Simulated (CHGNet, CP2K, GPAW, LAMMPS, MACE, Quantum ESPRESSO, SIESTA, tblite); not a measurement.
## Glassy 67P2O5-33MgO (mol %) (80 atoms): runs against a plane-wave reference

Density of this cell: 2.32 g/cm³. The cell holds 80 atoms: 20 P, 5 Mg and 55 O. Cell: a = 10.514 Å, b = 10.514 Å, c = 10.514 Å, α = 90.0°, β = 90.0°, γ = 90.0°. 80 atoms (20 P, 5 Mg, 55 O) placed at random at 2.32 g/cm³, melted at 4000 K for 10 ps at fixed volume with the Morse and Coulomb pair potential with partial charges (Pedone, Malavasi, Menziani, Cormack and Segre, J. Phys. Chem. B 110, 11780 (2006)). Quenched from 4000 K to 300 K at 25 K/ps and fixed volume, held 5 ps.

Geometry: as built.

The reference, a calculation:

* method: Kohn-Sham DFT, PBE, SSSP efficiency 1.3.0 pseudopotentials, plane waves (Quantum ESPRESSO 7.5); sssp-pbe-1.3.0-efficiency, cutoffs 60/480 Ry, Γ point
* r.m.s. force component: 1.479 eV/Å
* longest force: 6.598 eV/Å
* pressure: 2.266 GPa
* gap (highest filled to lowest empty level): 1.154 eV
* time: 4.8 min on 2 MPI ranks of Arm Neoverse V1, shared host
* CPU time: 9.6 min

**Question.** The same geometry is run in other programs. How far does each lie from the reference, and what does it cost?
- CHGNet 0.3.0 potential (CHGNet 0.3.0; 1 thread)
- CP2K PBE, DZVP-MOLOPT-SR, 1200/50 Ry, TC2 filter 1e-05, SCF 1e-06 (CP2K 2026.2; 1 thread)
- QE PBE, sssp-1.3.0-efficiency, 30/240 Ry (Quantum ESPRESSO 7.5; 2 MPI ranks)
- SIESTA RPBE, PBE potentials, DZP, shift 0.01 Ry, mesh 500 Ry (SIESTA 5.4.2; 2 MPI ranks)
- CP2K PBE, DZVP-MOLOPT-SR, 1200/50 Ry, TC2 filter 1e-04, SCF 1e-05 (CP2K 2026.2; 1 thread)
- GPAW PBE, LCAO dzp, h 0.28 Å (GPAW 26.7.0; 1 thread)
- MACE MPA-0 medium potential (MACE MPA-0 medium; 1 thread)
- tblite GFN1-xTB (tblite 0.8.0; 1 thread)
- MACE MP-0b2 small potential (MACE MP-0b2 small; 1 thread)
- CP2K PBE, DZVP-MOLOPT-SR, 1200/50 Ry, diagonalisation (CP2K 2026.2; 1 thread)

Differences are against the plane-wave reference, forces as r.m.s. over components; share is that over the reference's r.m.s. force, slope the least-squares factor from reference forces to these. Total energies of different programs have different zeros and aren't compared.

| run | Δ force, r.m.s. (meV/Å) | share (%) | slope | Δ pressure (GPa) | Δ gap (eV) | cores | CPU time | memory (GiB) |
| --- | --- | --- | --- | --- | --- | --- | --- | --- |
| reference | - | - | - | - | - | 2 | 9.6 min | 3.5 |
| CHGNet 0.3.0 potential | 386 | 26.1 | 0.905 | -0.771 | - | 1 | 4.4 s | 0.98 |
| CP2K PBE, DZVP-MOLOPT-SR, 1200/50 Ry, TC2 filter 1e-05, SCF 1e-06 | 272 | 18.4 | 1.085 | 0.889 | - | 1 | 5.2 min | 3.8 |
| QE PBE, sssp-1.3.0-efficiency, 30/240 Ry (coarse) | 53.1 | 3.59 | 0.994 | -33.7 | -0.0666 | 2 | 4.1 min | 1.2 |
| SIESTA RPBE, PBE potentials, DZP, shift 0.01 Ry, mesh 500 Ry | 286 | 19.4 | 1.111 | 3.28 | -0.483 | 2 | 3.7 min | 1.6 |
| CP2K PBE, DZVP-MOLOPT-SR, 1200/50 Ry, TC2 filter 1e-04, SCF 1e-05 (coarse) | 411 | 27.8 | 1.138 | 1.30 | - | 1 | 3.6 min | 3.8 |
| GPAW PBE, LCAO dzp, h 0.28 Å (coarse) | 2135 | 144 | 1.050 | - | -0.370 | 1 | 49 s | 0.47 |
| MACE MPA-0 medium potential | 249 | 16.8 | 0.921 | -0.970 | - | 1 | 9.3 s | 1 |
| tblite GFN1-xTB | 492 | 33.3 | 0.993 | 0.393 | - | 1 | 4.7 s | 0.12 |
| MACE MP-0b2 small potential | 347 | 23.5 | 0.865 | -1.27 | - | 1 | 8.5 s | 0.66 |
| CP2K PBE, DZVP-MOLOPT-SR, 1200/50 Ry, diagonalisation | 237 | 16.0 | 1.067 | 0.767 | -0.547 | 1 | 5.6 min | 8.7 |

Rows marked coarse were listed beforehand as settings not expected to be converged; some can still land near the reference.

Times of the machine-learned potentials are mostly Python's start and the loading of weights.

CPU time is summed over cores on a shared host, where runs went side by side, so it is rough. Symmetry, cutoffs, thresholds, outputs and thread counts weren't matched or tuned between programs; memory under MPI is the largest rank's times the ranks.

The PBE runs in local orbitals, coarse settings apart, differ by 16 % (CP2K PBE, DZVP-MOLOPT-SR, 1200/50 Ry, diagonalisation) to 18 % (CP2K PBE, DZVP-MOLOPT-SR, 1200/50 Ry, TC2 filter 1e-05, SCF 1e-06); basis, grid and potentials can all enter. Tight binding differs by 33 % (tblite GFN1-xTB); it is another model, with fitted parameters of its own, and the xTB methods hold dispersion. Machine-learned potentials differ by 17 % (MACE MPA-0 medium potential) to 26 % (CHGNet 0.3.0 potential); they were trained on other programs' data. Rows with another functional or a dispersion term differ by 19 % (SIESTA RPBE, PBE potentials, DZP, shift 0.01 Ry, mesh 500 Ry), which mixes the change of model with differences of basis and potentials, some of them made for another functional. Periodic xTB results under one method name differ between programs and library versions. Machine-learned potentials mimic data converged in k, so the reference's own k-point error enters their differences. The network of bonds at the start is that of the classical potential that made the cell, and needn't be the one that DFT or experiment would give. The electronic-structure runs sample only Γ, in a cell whose shortest periodic width is 11 Å.

[Hosts, paths, dates, database ids (printed as entryN), source tags and the programs' standing remarks are cut or masked in the printed files.]
